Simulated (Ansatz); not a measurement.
**Debugging a many-body input for LiNbO3 (R3c)**

What is wrong with this input for LiNbO3 (R3c)?

Program: Ansatz 0.2.0. Level of theory: G0W0 on PBE, plane waves, PAW. Results are calculated unless marked as measured.

## (1) Set-up

Symmetry: R3c, No. 161, trigonal system. Conventional cell: a = 5.152 Å, b = 5.152 Å, c = 13.869 Å, α = 90.00°, β = 90.00°, γ = 120.00°. Nearest to Li lie 6 O at 2.07 to 2.24 Å. Nearest to Nb lie 6 O at 1.88 to 2.13 Å. O has 2 Nb at 1.88 to 2.13 Å and 2 Li at 2.07 to 2.24 Å nearest. Farther neighbours and most contacts between anions are not listed.

The cell and positions come from the Crystallography Open Database and are kept as given unless a step says otherwise. The default PAW set here is soft_2. Its files were made with PBE.

## (2) First try

input.yaml

```yaml
crystal:
  lattice:
    - [2.5758, 1.4871388234, 4.623]
    - [-2.5758, 1.4871388234, 4.623]
    - [0.0, -2.9742776468, 4.623]
  atoms:
    - { symbol: Li, position: [0.2815, 0.2815, 0.2815] }
    - { symbol: Li, position: [0.7815, 0.7815, 0.7815] }
    - { symbol: Nb, position: [5.5e-05, 5.5e-05, 5.5e-05] }
    - { symbol: Nb, position: [0.500055, 0.500055, 0.500055] }
    - { symbol: O, position: [0.11231, 0.35836, 0.71959] }
    - { symbol: O, position: [0.71959, 0.11231, 0.35836] }
    - { symbol: O, position: [0.35836, 0.71959, 0.11231] }
    - { symbol: O, position: [0.21959, 0.85836, 0.61231] }
    - { symbol: O, position: [0.85836, 0.61231, 0.21959] }
    - { symbol: O, position: [0.61231, 0.21959, 0.85836] }
kpoints:
  mp_grid: { grid: [2, 2, 2] }
hamiltonian:
  xc: pbe
scf:
  occupations: { method: fixed }
gw:
  n_empty_bands: 4
  ecut_chi: 40
  qp_bands: [v3, c3]
  qp_kpoints: band_edges
  screening: { model: contour_deformation }
```

Command:

```sh
ansatz run input.yaml --threads 3 --pin off --max-ram 92160MiB --backend cuda --events-out ev --progress --plain --runs-dir out --devices 1 --max-vram 13GiB
```

Numbers of over 12 decimals in the logs are rounded to 6 here.

Log:

```text
GPUs: using 1 of 1 available (devices: 1).
Engine: ansatz 0.2.0, x86_64-unknown-linux-gnu
Pseudopotentials: kind: paw
Pseudopotential: Li, paw, valence charge 3, recommended cutoff 420 eV (normal), Li.paw.azcp
Pseudopotential: Nb, paw, valence charge 13, recommended cutoff 420 eV (normal), Nb.paw.azcp
Pseudopotential: O, paw, valence charge 6, recommended cutoff 420 eV (normal), O.paw.azcp
Functional definition: PBE
  parameter kappa = 0.804
  parameter beta = 0.066725
  exchange = pbe_x(kappa = kappa, mu = beta*pi^2/3)
  correlation = pbe_c(beta = beta)
concurrent solve slots: 2 of 3 are kept, ahead of what memory takes: no pass of the eigensolver takes more rounds on 2
device memory: the entry about to start is reckoned to put 1.7 GiB on a device that reports 55.3 GiB free (of which the cap on the GPU budget leaves the run 13.0 GiB)
GPU FFT provider: cuFFT
GPU libraries: cuBLAS 13.8.2, cuFFT 12.4.0, cuSOLVER 12.3.4
Crystal: 10 atoms, lattice volume = 106.252 Å³
Basis set: ecut = 420 eV, 2091 PW (Γ)
Bands: 44, of which v1, the nominal top of the filled ones, is band 34 counted from 1 (33 counted from 0)
Symmetry: 6 space group operations
Space group: R3c (ITA 161), of the structure as read, at distance tolerance 4.7e-5 Å
k-points: 4 of 8
Non-local potential: Li, projectors of the file, l = 0: 3, l = 1: 2, l = 2: 1
Non-local potential: Nb, projectors of the file, l = 0: 3, l = 1: 2, l = 2: 2, l = 3: 1
Non-local potential: O, projectors of the file, l = 0: 2, l = 1: 2, l = 2: 1
PAW form: soft (Blöchl's): semilocal exchange-correlation on the pseudo side does not see the compensation charge
PAW one-centre angular grid: Li, 110 points (default); XC on 64 Gauss nodes
PAW one-centre angular grid: Nb, 590 points (default); XC on 64 Gauss nodes
PAW one-centre angular grid: O, 110 points (default); XC on 64 Gauss nodes
Initial density: superposition of atomic densities (neutral atoms: chi_scale 0, normalization atom), corrected by the library's trained network
Initial wavefunctions: pseudopotential atomic-orbital guess
GPU buffer pool allocated for 64000 grid points (all kernels)
GPU transforms: local potential and band sums: pruned to the plane-wave sphere, on 40×40×40
Functional: x = pbe(κ = 0.804, μ = 0.219515), c = pbe(β = 0.066725)
SCF iter   1: F=—  HF=-12929.393878 eV  |F-HF|=—  |Δ(HF+E_count)|=         —  Δρ=1.74e-3  dr2=9.71e-4  ethr=1.77e-3  ⟨swp⟩=4.8  Hψ=620  notcnv=0  defer=29
preconditioner: auto → Resta (q_TF=auto, 2.533 Å⁻¹)  ε∞=5.5  [insulator: Δε(μ)=3.614 eV  Ē_g=11.741 eV  n_scr=26 (ndim 8)  ℏωp=25.0 eV  f_vac=0.019  ε∞_Penn≈5.5]
SCF iter   2: F=—  HF=-12929.395107 eV  |F-HF|=—  |Δ(HF+E_count)|=   1.23e-3  Δρ=9.48e-4  dr2=2.83e-4  ethr=1.43e-6  ⟨swp⟩=2.0  Hψ=321  notcnv=0  defer=32
SCF iter   3: F=—  HF=-12929.395825 eV  |F-HF|=—  |Δ(HF+E_count)|=   7.18e-4  Δρ=3.81e-4  dr2=1.28e-4  ethr=4.17e-7  ⟨swp⟩=2.0  Hψ=267  notcnv=0  defer=32
SCF iter   4: F=—  HF=-12929.395843 eV  |F-HF|=—  |Δ(HF+E_count)|=   1.82e-5  Δρ=8.02e-5  dr2=7.28e-6  ethr=1.89e-7  ⟨swp⟩=2.0  Hψ=235  notcnv=0  defer=16
SCF iter   5: F=—  HF=-12929.395849 eV  |F-HF|=—  |Δ(HF+E_count)|=   5.48e-6  Δρ=2.91e-5  dr2=1.14e-6  ethr=1.07e-8  ⟨swp⟩=2.5  Hψ=283  notcnv=0  defer=14
SCF iter   6: F=—  HF=-12929.395849 eV  |F-HF|=—  |Δ(HF+E_count)|=   9.42e-7  Δρ=1.27e-5  dr2=1.26e-7  ethr=1.68e-9  ⟨swp⟩=2.0  Hψ=222  notcnv=0  defer=14
SCF iter   7: F=-12929.395850 eV  HF=-12929.395850 eV  |F-HF|=6.04e-9  |Δ(HF+E_count)|=   1.00e-7  Δρ=2.45e-6  dr2=5.65e-9  ethr=1.47e-10  ⟨swp⟩=9.0  Hψ=585  notcnv=0
SCF 1 converged in 7 iterations: F = -12929.395850 eV  dr2 = 5.65e-9
[...]
concurrent solve slots: 2 of 3 are kept, ahead of what memory takes: no pass of the eigensolver takes more rounds on 2
device memory: the entry about to start is reckoned to put 2.1 GiB on a device that reports 54.6 GiB free (of which the cap on the GPU budget leaves the run 13.0 GiB)
NSCF: frozen V_eff on 4 k-points
[...]
concurrent solve slots: 2 of 3 are kept, ahead of what memory takes: no pass of the eigensolver takes more rounds on 2
device memory: the entry about to start is reckoned to put 1.5 GiB on a device that reports 54.0 GiB free (of which the cap on the GPU budget leaves the run 13.0 GiB)
NSCF: frozen V_eff on 4 k-points
SCF converged after 7 iterations
Free energy (F): -12929.395850 eV
Harris-Foulkes:  -12929.395850 eV  (|F-HF|=6.04e-9)
Internal energy: -12929.395850 eV  (E = F + TS)
E sigma→0 (E₀):  -12929.395850 eV
Fermi energy:    7.262758 eV
--- Per-component energies (eV) ---
  E_band       = -522.431380
  E_kinetic    = 1888.537908
  E_local      = -4295.333150  (includes V_loc(G=0)·N_el)
  E_nonlocal   = 450.293487
  E_hartree    = 1453.833572
  E_xc         = -818.460971
  E_vxc        = -1022.331002  (∫ρ·V_xc dr)
  E_paw        = -7134.367134  (= ΣΔE_a)
  E_vpaw       = -451.281922  (= ΣTr[D̂ρ^β])
  E_aug_tail   = 0.014768  (compensation charges beyond the density's cutoff)
  E_ewald      = -4473.914330
  E_smearing   = -0.000000  (= −TS)
  E_closure    = -0.000000  (closes the sum)
  Σ components = -12929.395850   (vs F -12929.395850, Δ=0.00e0)
--- Band table (eV) ---
  k-point 0: bands = [... 30 lower, 6.5738, 6.7928, 7.2628, 7.2628, 10.8702, 10.8702, 11.3393, 12.4531, ... 6 higher]
  k-point 1: bands = [... 30 lower, 6.9742, 6.9742, 7.0491, 7.0491, 11.1773, 11.1773, 12.0016, 12.0016, ... 6 higher]
  k-point 2: bands = [... 30 lower, 6.5604, 6.6244, 6.7978, 7.0790, 10.9593, 11.4465, 11.8968, 11.9442, ... 6 higher]
  k-point 3: bands = [... 30 lower, 6.9511, 6.9511, 6.9511, 6.9511, 11.9242, 11.9242, 12.1242, 12.1242, ... 6 higher]
```

Elapsed: 11 s, on 1 × NVIDIA H100 80GB HBM3 (shared by 6 runs) with 3 threads of AMD EPYC 7R13 (Zen 3), shared host; peak memory 0.91 GiB.

Q: What is the fault?

The self-consistent loop converged; the step after it was not made. The program's words: G₀W₀ refused: the quasiparticle rows reach c3, inside the degenerate multiplet of c3 to c6 at k-index 3, which gw.n_empty_bands = 4 cuts: a row's own level would stand in its own sum at a weight under one; raise gw.n_empty_bands to 6 or more, or end gw.qp_bands at c2 or below

The fault: four empty bands in G0W0. The sums over empty states are cut off almost at the gap, so screening and correlation are far from complete.

## (3) A better input

G0W0 replaces the xc potential by the self-energy, built once from these orbitals. Only a window of levels is corrected, while the sums run over the empty bands that the input names.

input.yaml: that of step 2 with these lines changed.

```diff
@@ -17,3 +17,3 @@
 kpoints:
-  mp_grid: { grid: [2, 2, 2] }
+  mp_grid: { grid: [4, 4, 4] }
 hamiltonian:
@@ -23,4 +23,4 @@
 gw:
-  n_empty_bands: 4
-  ecut_chi: 40
+  n_empty_bands: 226
+  ecut_chi: 96
   qp_bands: [v3, c3]
```

Log:

```text
GPUs: using 1 of 1 available (devices: 1).
[...]
GPU FFT provider: cuFFT
GPU libraries: cuBLAS 13.8.2, cuFFT 12.4.0, cuSOLVER 12.3.4
Crystal: 10 atoms, lattice volume = 106.252 Å³
Basis set: ecut = 420 eV, 2091 PW (Γ)
Bands: 44, of which v1, the nominal top of the filled ones, is band 34 counted from 1 (33 counted from 0)
[... 1 set-up line as in the run before ...]
[...]
k-points: 13 of 64 (time reversal used)
[...]
GPU buffer pool allocated for 64000 grid points (all kernels)
[...]
SCF iter   1: F=—  HF=-12929.440630 eV  |F-HF|=—  |Δ(HF+E_count)|=         —  Δρ=1.57e-3  dr2=8.67e-4  ethr=1.77e-3  ⟨swp⟩=4.9  Hψ=2020  notcnv=0  defer=102
[...]
SCF iter   6: F=-12929.442647 eV  HF=-12929.442647 eV  |F-HF|=1.05e-7  |Δ(HF+E_count)|=   8.81e-7  Δρ=9.22e-6  dr2=9.57e-8  ethr=1.47e-10  ⟨swp⟩=8.2  Hψ=2193  notcnv=0
SCF 1 converged in 6 iterations: F = -12929.442647 eV  dr2 = 9.57e-8
[...]
0    32      6.7835   -25.9619     4.9436   -20.5751  0.7355     6.3368     6.3403  root
     0    33      7.2530   -25.7832     4.7479   -20.6778  0.7357     6.8934     6.8955  root
     0    34      7.2530   -25.7832     4.7479   -20.6778  0.7357     6.8934     6.8955  root
     0    35     10.8729   -13.7771    -4.7354   -19.6731  0.7772    12.0519    12.0334  root
     0    36     10.8729   -13.7771    -4.7354   -19.6731  0.7772    12.0519    12.0334  root
     0    37     11.3421   -14.0272    -4.7252   -19.9106  0.7696    12.5208    12.5002  root
     1    32      6.8553   -25.6536     4.7526   -20.4985  0.7347     6.4500     6.4528  root
     1    33      7.0526   -25.4514     4.7572   -20.2970  0.7334     6.6527     6.6554  root
[...]
12    34      6.9416   -25.5534     4.7772   -20.3749  0.7331     6.5374     6.5403  root
    12    35     11.9260   -13.8540    -5.1606   -20.2079  0.7614    13.1448    13.1193  root
    12    36     11.9260   -13.8540    -5.1606   -20.2079  0.7614    13.1448    13.1193  root
    12    37     12.1249   -14.7294    -5.0872   -21.0995  0.7555    13.4392    13.4078  root
[key lines of the parts left out:]
SCF converged after 6 iterations
Free energy (F): -12929.442647 eV
Fermi energy:    7.252951 eV
```

Run time: 31 s. Hardware: 1 × NVIDIA H100 80GB HBM3 (shared by 6 runs) with 3 threads; peak memory 1.3 GiB.

Numbers from this step:

```
bands summed                                 : 260
RPA ε∞ on this mesh (eigenvalues)            : 4.981, 5.203, 5.203
plane waves in the screening matrix          : 211
q-points in the mesh                         : 64
G0W0 gap on the mesh                         : 5.132 eV
k of the valence top                         : 0, 0, 0
k of the conduction bottom                   : 0, 0.25, -0.5
starting gap on the mesh                     : 3.618 eV
Z at the valence top                         : 0.7357
Z at the conduction bottom                   : 0.7783
least direct G0W0 gap on the computed points : 5.138 eV
```

The gap on the mesh goes from 3.62 eV to 5.13 eV, a correction of +1.51 eV. Between the two edge states, bare exchange in place of the xc potential would open the gap by 11.05 eV, and correlation takes back 9.54 eV.

## (4) Outcome

```json
{"first try": "the many-body step was refused after 11 s", "better run": "G0W0 gap on the mesh 5.13 eV (4×4×4 mesh, 226 empty bands, screening to 96 eV)"}
```

The second run differs in: mesh, empty bands and screening cutoff (eV). Bands and cutoff are finite, so the gap is not at the basis limit. The miss can reach some tenths of an eV and take either sign; the mesh is an error of its own. The many-body steps are scalar-relativistic: spin-orbit coupling is not in them.

[Paths, hosts, dates, memory and timing lines, banners, echoed tables and standing remarks are left out of the program output.]

[Logs are printed without paths, hosts, clocks, repeated set-up lines and the standing remarks that a program may print on its own settings, such as how far it seeks lower states.]

[Runs of the session that timed out or met a known fault of the program may be left out.]

[Cells called generated may have been cut or substituted from an entry of the Crystallography Open Database or the Materials Project.]

[Hosts, paths, dates, database ids (printed as entryN), source tags and the programs' standing remarks are cut or masked in the printed files.]
